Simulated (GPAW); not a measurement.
TiO2 (Rutile, P4_2/mnm), O K edge of atom 3, with 2 Ti at 1.95 Å and 1 Ti at 1.98 Å (distorted trigonal planar, site symmetry m2m). Method: GPAW, LDA, full core hole (charged cell), 12-atom cell with 5.5 Å between holes, 6×6×6 k points, dipole transitions, Gaussian full width 0.9 eV up to 4 eV, rising linearly to 3.5 eV at 25 eV.

```xyz
6
Lattice="4.5922 0.0000 0.0000 0.0000 4.5922 0.0000 0.0000 0.0000 2.9574" Properties=species:S:1:pos:R:3 pbc="T T T"
Ti    2.2961    2.2961    1.4787
Ti    0.0000    0.0000    0.0000
O     3.6965    0.8957    1.4787
O     3.1918    3.1918    0.0000
O     0.8957    3.6965    1.4787
O     1.4004    1.4004    0.0000
```

Energy from the lowest empty level; a common scale on which the isotropic spectrum has a mean of 1 over the first 20 eV.

```tsv
E (eV)	curve 1	curve 2
-2.00	0.00	0.00
-1.25	0.00	0.00
-0.50	0.04	0.03
0.25	0.96	0.52
1.00	1.92	1.42
1.75	1.01	0.48
2.50	0.29	0.27
3.25	1.19	2.31
4.00	2.00	3.04
4.75	1.17	1.17
5.50	0.28	0.18
6.25	0.06	0.04
7.00	0.12	0.12
7.75	0.32	0.30
8.50	0.73	0.64
9.25	1.15	1.17
10.00	1.17	1.55
10.75	1.06	1.60
11.50	1.22	1.68
12.25	1.54	1.89
13.00	1.69	1.88
13.75	1.64	1.53
14.50	1.56	1.17
15.25	1.49	0.97
16.00	1.27	0.81
16.75	0.91	0.60
17.50	0.61	0.43
18.25	0.44	0.37
19.00	0.38	0.41
19.75	0.39	0.52
20.50	0.46	0.64
21.25	0.58	0.69
22.00	0.74	0.67
22.75	0.88	0.62
23.50	0.96	0.59
24.25	0.95	0.58
25.00	0.88	0.57
25.75	0.79	0.57
26.50	0.70	0.57
27.25	0.60	0.59
28.00	0.53	0.63
28.75	0.50	0.71
29.50	0.51	0.80
30.25	0.54	0.88
31.00	0.58	0.93
31.75	0.62	0.99
```

**Question.** The curves are for the electric vector along different Cartesian axes of the cell as given, averaged over the symmetry-equivalent atoms. Which is which?

Curve 1: along x (⊥ c) (the other in-plane axis gives the same curve within 3 %), main maxima 0.9 eV (1.95), 3.9 eV (2.04) and 13.1 eV (1.70). Curve 2: along z (c), main maxima 1.0 eV (1.42), 3.8 eV (3.17) and 12.6 eV (1.93). A K edge sees empty p states; the first features are O p mixed into the empty d states of the Ti neighbours, and the broad ones above probably into the cations' higher empty bands. Ti is d⁰ and octahedral here, so the pair, 2.9 eV apart, is its t₂g and e_g bands. Each direction probes the empty orbitals that point along it. The holes are only 5.5 Å apart, so the shape is probably not converged with cell size; no larger cell was run here. The mesh is coarse (0.24 Å⁻¹ between points), so small maxima may be mesh ripples.

[Banner, clock and machine lines of the logs are left out without a mark of their own.]

[Logs are printed without paths, hosts, clocks, repeated set-up lines and the standing remarks that a program may print on its own settings, such as how far it seeks lower states.]

[Hosts, paths, dates, database ids (printed as entryN), source tags and the programs' standing remarks are cut or masked in the printed files.]

[Lists of maxima count a maximum above −3 eV only where it reaches 4 % of the highest in the window and stands out from its surroundings by 2 % of it (1.5 % where it reaches 55 %); shoulders and weaker maxima are passed over, and of the rest the first, up to two pre-edge ones and the few strongest are named.]
